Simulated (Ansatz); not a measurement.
# How fast states decay through MgCd3O4, part 3 of 3

A new crystal, MgCd3O4: structure, gap and complex bands. It is built by putting Cd for Zn in the MgZn3O4 structure of space group Cm, with the volume rescaled by atomic radii. The parent structure comes from the Materials Project.

Ansatz 0.2.0; r2SCAN DFT, plane waves, PAW files (the session's first sound run).

So far, gap on the k-mesh (eV): step 3 (the bulk crystal and its band edges) 0.736; step 4 (complex bands, plane (100), k-mesh 8×4×8) 0.736.

The structure was built from a prototype and need not be the compound's stable phase.

## Step 6: Band edges at another level, cutoff 420 eV

This step: PBEsol DFT, plane waves, PAW files (Ansatz 0.2.0).

The edges again with PBEsol, at the same atoms. Against that run the cutoff is 420 eV against 500.

File input.yaml:

```yaml
crystal:
  lattice:
    - [6.3825304295, -1.7518248665, -0.0046655718]
    - [6.3825304295, 1.7518248665, -0.0046655718]
    - [-2.8945910055, 0.0, 5.3987721799]
  atoms:
    - { symbol: Mg, position: [0.7498081956, 0.7498081956, 0.0860814984] }
    - { symbol: Cd, position: [0.2475682605, 0.2475682605, 0.5794302233] }
    - { symbol: Cd, position: [0.4941220096, 0.4941220096, 0.1630493281] }
    - { symbol: Cd, position: [0.0081720485, 0.0081720485, 0.6693374141] }
    - { symbol: O, position: [0.9256079001, 0.9256079001, 0.2658865117] }
    - { symbol: O, position: [0.4415372092, 0.4415372092, 0.7715465374] }
    - { symbol: O, position: [0.2049540717, 0.2049540717, 0.8936584292] }
    - { symbol: O, position: [0.6902712947, 0.6902712947, 0.3330930379] }
kpoints:
  mp_grid: { grid: [8, 8, 6] }
  band_path: { path: [VBM, CBM], npoints: 30 }
scf:
  occupations: { method: fixed }
hamiltonian:
  xc: pbesol
output:
  eigenvalues: true
```

On the command line:

```
> ansatz run input.yaml --threads 2 --pin off --max-ram 4096MiB --backend cpu --events-out ev --progress --plain --runs-dir out
```

Numbers of over 12 decimals in the logs are rounded to 6 here.

The program printed:

```text
[...]
Crystal: 8 atoms, lattice volume = 120.681 Å³
Basis set: ecut = 420 eV, 2345 PW (Γ)
Bands: 57, of which v1, the nominal top of the filled ones, is band 47 counted from 1 (46 counted from 0)
Symmetry: 2 space group operations
[...]
k-points: 114 of 384 (time reversal used)
[...]
SCF iter   1: F=—  HF=-28708.691444 eV  |F-HF|=—  |Δ(HF+E_count)|=         —  Δρ=1.43e-2  dr2=2.24e-1  ethr=1.77e-3  ⟨swp⟩=5.0  Hψ=19444  notcnv=0  defer=911
[...]
SCF iter   9: F=-28708.637064 eV  HF=-28708.637064 eV  |F-HF|=1.99e-8  |Δ(HF+E_count)|=   1.35e-8  Δρ=3.47e-6  dr2=1.71e-8  ethr=1.06e-10  ⟨swp⟩=2.9  Hψ=12373  notcnv=0
SCF 1 converged in 9 iterations: F = -28708.637064 eV  dr2 = 1.71e-8
[...]
SCF converged after 9 iterations
Free energy (F): -28708.637064 eV
[...]
Internal energy: -28708.637064 eV  (E = F + TS)
E sigma→0 (E₀):  -28708.637064 eV
Fermi energy:    8.174337 eV
[...]
--- Band table (eV; the first three rows and the last of 114) ---
  k-point 0: bands = [... 43 lower, 7.5005, 7.9798, 8.0790, 8.1743, 8.4464, 12.7322, 13.2111, 13.3223, ... 6 higher]
  k-point 1: bands = [... 43 lower, 7.4892, 7.5467, 7.9997, 8.1272, 9.0796, 12.6030, 13.0750, 13.5155, ... 6 higher]
  k-point 2: bands = [... 43 lower, 7.3326, 7.5429, 7.9398, 7.9973, 9.9861, 11.9492, 13.1756, 13.7316, ... 6 higher]
  k-point 113: bands = [... 43 lower, 7.2630, 7.6793, 7.7709, 7.8594, 10.7407, 11.0292, 13.3219, 13.8459, ... 6 higher]
```

Wall time 83 s (2 threads of Arm Neoverse V1, shared host); peak memory 0.74 GiB; 2.7 min of CPU time.

This step gave:

* free energy: -28708.6371 eV
* Fermi energy: 8.174 eV
* gap on the k-mesh: 0.2720 eV
* gap on path: 0.2720 eV, by band count; negative where bands overlap
* direct gap on path: 0.2720 eV

Levels at VBM (eV): -6.94, -6.85, -6.83, -6.71, -6.58, -6.53, -6.43, -6.40, -6.14, -6.12, -6.02, -5.95, -5.93, -5.84, -5.68, -4.04, -3.76, -3.43, -1.64, -1.46, -1.08, -1.05, -0.85, -0.67, -0.19, -0.10, 0.00, 0.27, 4.56, 5.04, 5.15, 7.03, 7.31.

The searched edges give 0.272 eV, as on the mesh.

For the gap on the k-mesh, step 3 gave 0.736 eV; this run, with PBEsol and cutoff 420 eV, gives 0.272 eV.

## Step 7: Complex bands at another level, cutoff 420 eV

This step: PBEsol DFT, plane waves, PAW files; complex bands by layer matching along the plane's normal (Ansatz 0.2.0).

The complex bands at that level, over its own gap, at (0, 0) and (0.5, 0).

File input.yaml:

```yaml
crystal:
  lattice:
    - [3.503649733, 0.0, 0.0]
    - [0.0, 6.125797755, 0.0]
    - [1.751824866, 3.020015396, 5.622830556]
  atoms:
    - { symbol: Mg, position: [0.7498081956, 0.0860814984, 0.5003836088] }
    - { symbol: Cd, position: [0.2475682605, 0.5794302233, 0.504863479] }
    - { symbol: Cd, position: [0.4941220096, 0.1630493281, 0.0117559808] }
    - { symbol: Cd, position: [0.0081720485, 0.6693374141, 0.983655903] }
    - { symbol: O, position: [0.9256079001, 0.2658865117, 0.1487841998] }
    - { symbol: O, position: [0.4415372092, 0.7715465374, 0.1169255816] }
    - { symbol: O, position: [0.2049540717, 0.8936584292, 0.5900918566] }
    - { symbol: O, position: [0.6902712947, 0.3330930379, 0.6194574106] }
kpoints:
  mp_grid: { grid: [8, 4, 8] }
scf:
  occupations: { method: fixed }
hamiltonian:
  xc: pbesol
output:
  eigenvalues: true
  transmission:
    leads: [[0, 0]]
    kpoints: [[0.0, 0.0], [0.5, 0.0]]
    e_range: [-1.0, 1.27]
    de: 0.05
```

The program printed:

```text
[...]
Crystal: 8 atoms, lattice volume = 120.681 Å³
Basis set: ecut = 420 eV, 2345 PW (Γ)
Bands: 57, of which v1, the nominal top of the filled ones, is band 47 counted from 1 (46 counted from 0)
Symmetry: 2 space group operations
[...]
k-points: 78 of 256 (time reversal used)
[...]
SCF iter   1: F=—  HF=-28708.690751 eV  |F-HF|=—  |Δ(HF+E_count)|=         —  Δρ=1.43e-2  dr2=2.23e-1  ethr=1.77e-3  ⟨swp⟩=5.0  Hψ=13305  notcnv=0  defer=623
[...]
SCF iter   9: F=-28708.636546 eV  HF=-28708.636546 eV  |F-HF|=2.04e-8  |Δ(HF+E_count)|=   1.57e-8  Δρ=3.46e-6  dr2=1.72e-8  ethr=1.06e-10  ⟨swp⟩=2.9  Hψ=8436  notcnv=0
SCF 1 converged in 9 iterations: F = -28708.636546 eV  dr2 = 1.72e-8
[...]
transmission: 7 of 14 steps passed
transmission: 14 of 14 steps passed
SCF converged after 9 iterations
Free energy (F): -28708.636546 eV
[...]
Internal energy: -28708.636546 eV  (E = F + TS)
E sigma→0 (E₀):  -28708.636546 eV
Fermi energy:    8.174756 eV
[...]
--- Band table (eV; the first three rows and the last of 78) ---
  k-point 0: bands = [... 43 lower, 7.5005, 7.9799, 8.0798, 8.1748, 8.4465, 12.7322, 13.2112, 13.3224, ... 6 higher]
  k-point 1: bands = [... 43 lower, 7.5413, 7.6679, 8.0834, 8.1588, 8.8492, 12.4401, 13.2044, 13.6083, ... 6 higher]
  k-point 2: bands = [... 43 lower, 7.3479, 7.6341, 8.0766, 8.1149, 9.4717, 11.9685, 13.2156, 13.9542, ... 6 higher]
  k-point 77: bands = [... 43 lower, 7.0275, 7.2174, 7.4036, 7.4505, 12.5717, 13.1479, 13.4426, 14.2574, ... 6 higher]
--- Transmission ---
  basis      : 187 plane waves across, 7 finite elements along
  points     : 2, as listed
[...]
crystal 0  : Cd3O4Mg1, at the sites [0, 0], period 5.6228 Å: whole cells are its period
[...]
channels       : 0.000000e0 a spin
[...]
slowest decay  : 0.0514 /Å at (0.0000, 0.0000)
```

Elapsed: 53 s, on 2 threads; peak memory 0.59 GiB.

Numbers from this step:

| Item | Value |
| --- | --- |
| free energy | -28708.6365 eV |
| Fermi energy | 8.175 eV |
| gap on the k-mesh | 0.2717 eV |
| level to which the leads are filled | 0.1359 eV from the Fermi level |
| decay constant at the filling level, zone centre | 0.05142 Å⁻¹ |
| decay constant at the filling level, slowest listed point | 0.0514 Å⁻¹ |

K parallel (0, 0); values up to 1.5 1/Å, a degenerate pair printed once or twice; energies at which all values exceed this have no row. Table of Im kz of the slowest decaying states by energy, zero at the highest filled level on the SCF mesh:

```
energy (eV)  decay 1 (Å⁻¹)  decay 2 (Å⁻¹)  decay 3 (Å⁻¹)  decay 4 (Å⁻¹)
     -1.000          0.106          0.286          0.306          0.974
     -0.900         0.0170          0.194          0.242          0.266
     -0.800          0.133          0.181          0.212          0.326
     -0.750          0.171          0.206           0.22          0.360
     -0.650          0.240          0.299          0.405          0.954
     -0.550          0.266          0.335          0.432          0.950
     -0.450          0.287          0.347          0.447          0.945
     -0.350          0.139          0.302          0.337          0.459
     -0.300          0.170          0.307          0.322          0.466
     -0.200          0.150          0.254          0.310          0.485
     -0.100         0.0369          0.187          0.320          0.511
      0.000         0.0309         0.0597          0.302          0.399
      0.100         0.0570          0.325          0.361          0.450
      0.150         0.0514          0.379          0.389          0.474
      0.250         0.0242          0.406          0.483          0.522
      0.350          0.423          0.554          0.569          0.641
      0.450          0.435          0.611          0.616          0.666
      0.550          0.445          0.659          0.661          0.689
      0.600          0.448          0.680          0.683          0.701
      0.700          0.456          0.718          0.722          0.724
      0.800          0.462          0.742          0.754          0.762
      0.900          0.467          0.762          0.786          0.796
      1.000          0.472          0.780          0.816          0.829
      1.050          0.474          0.789          0.830          0.844
      1.150          0.478          0.806          0.857          0.874
      1.250          0.482          0.823          0.882          0.895
```

K parallel (0, 0). Re kz of states that move upwards against energy, zero at the highest filled level on the SCF mesh:

```
energy (eV)  channel 1 (Å⁻¹)  channel 2 (Å⁻¹)
     -1.000           -0.368            0.262
     -0.950           -0.336            0.443
     -0.900           -0.183                -
     -0.800           -0.264                -
     -0.750           -0.238                -
     -0.700           -0.216                -
     -0.650           -0.194            0.108
     -0.550           -0.155            0.267
     -0.500           -0.137            0.338
     -0.450           -0.119            0.417
     -0.400           -0.101                -
     -0.350          -0.0836                -
     -0.250          -0.0442                -
     -0.200          -0.0113                -
     -0.150                -                -
     -0.100           -0.379           -0.288
     -0.050           -0.251                -
      0.000                -                -
      0.050                -                -
      0.100                -                -
      0.150                -                -
      0.200                -                -
      0.300           0.0292                -
      0.350           0.0505                -
      0.400           0.0672                -
      0.450           0.0820                -
      0.500           0.0957                -
      0.600            0.122                -
      0.650            0.134                -
      0.700            0.146                -
      0.750            0.158                -
      0.800            0.169                -
      0.900            0.192                -
      0.950            0.204                -
      1.000            0.215                -
      1.050            0.226                -
      1.150            0.248                -
      1.200            0.259                -
      1.250            0.269                -
```

K parallel (0.5, 0); values up to 1.5 1/Å, a degenerate pair printed once or twice; energies at which all values exceed this have no row. Im kz of the slowest decaying states against energy, zero at the highest filled level on the SCF mesh:

```
energy (eV)  decay 1 (Å⁻¹)  decay 2 (Å⁻¹)  decay 3 (Å⁻¹)  decay 4 (Å⁻¹)
     -1.000         0.0627          0.208           1.18           1.23
     -0.850         0.0493          0.207          0.301           1.17
     -0.700         0.0990          0.196          0.368           1.17
     -0.500          0.274          0.437           1.17           1.22
     -0.350          0.320          0.480           1.17           1.22
     -0.200          0.355          0.517           1.16           1.22
     -0.050          0.382          0.550           1.16           1.21
      0.000          0.390          0.561           1.16           1.21
      0.100          0.405          0.580           1.16           1.21
      0.300          0.431          0.617           1.15           1.21
      0.450          0.447          0.642           1.14           1.20
      0.600          0.461          0.665           1.13           1.20
      0.750          0.473          0.687           1.13           1.20
      0.950          0.488          0.715           1.11           1.19
      1.100          0.497          0.735           1.10           1.19
      1.250          0.505          0.754           1.09           1.18
```

At the listed wavevectors the last open channel is at -0.05 eV and the next at +0.30 eV on the grid. At +0.15 eV, the grid energy nearest the filling level (the middle of the gap on the SCF mesh), the slowest state at the listed wavevectors decays with κ = 0.0514 Å⁻¹, its amplitude falling by e over 19 Å; the first such run, plane (100), gave 0.105 Å⁻¹.

## Step 8: Results

```
band gap                                         : 0.736 eV
least decay constant at mid-gap, normal to (100) : 0.105 Å⁻¹
least decay constant on a mesh, normal to (100)  : 0.104 Å⁻¹
least decay constant, PBEsol                     : 0.0514 Å⁻¹
```

**Reading.** With r2SCAN, the slowest decay at the wavevectors tried is κ = 0.105 Å⁻¹, normal to (100). Through such a film the transmission near mid-gap falls as exp(−2κd), a factor of ten every 11 Å. A free electron under a barrier of half the gap would need a mass of 0.11 mₑ to decay at this rate. With PBEsol the gap goes from 0.736 to 0.272 eV and the decay constant, over the first 2 listed wavevectors, from 0.105 to 0.0514 Å⁻¹. The compound is made up by substitution; its stability against other phases and against distortions of the cell's symmetry was not tested. r2SCAN still narrows gaps, if less than LDA and GGA do, so real decay constants are likely larger.

[Logs are printed without paths, hosts, clocks, repeated set-up lines and the standing remarks that a program may print on its own settings, such as how far it seeks lower states.]

[Hosts, paths, dates, database ids (printed as entryN), source tags and the programs' standing remarks are cut or masked in the printed files.]
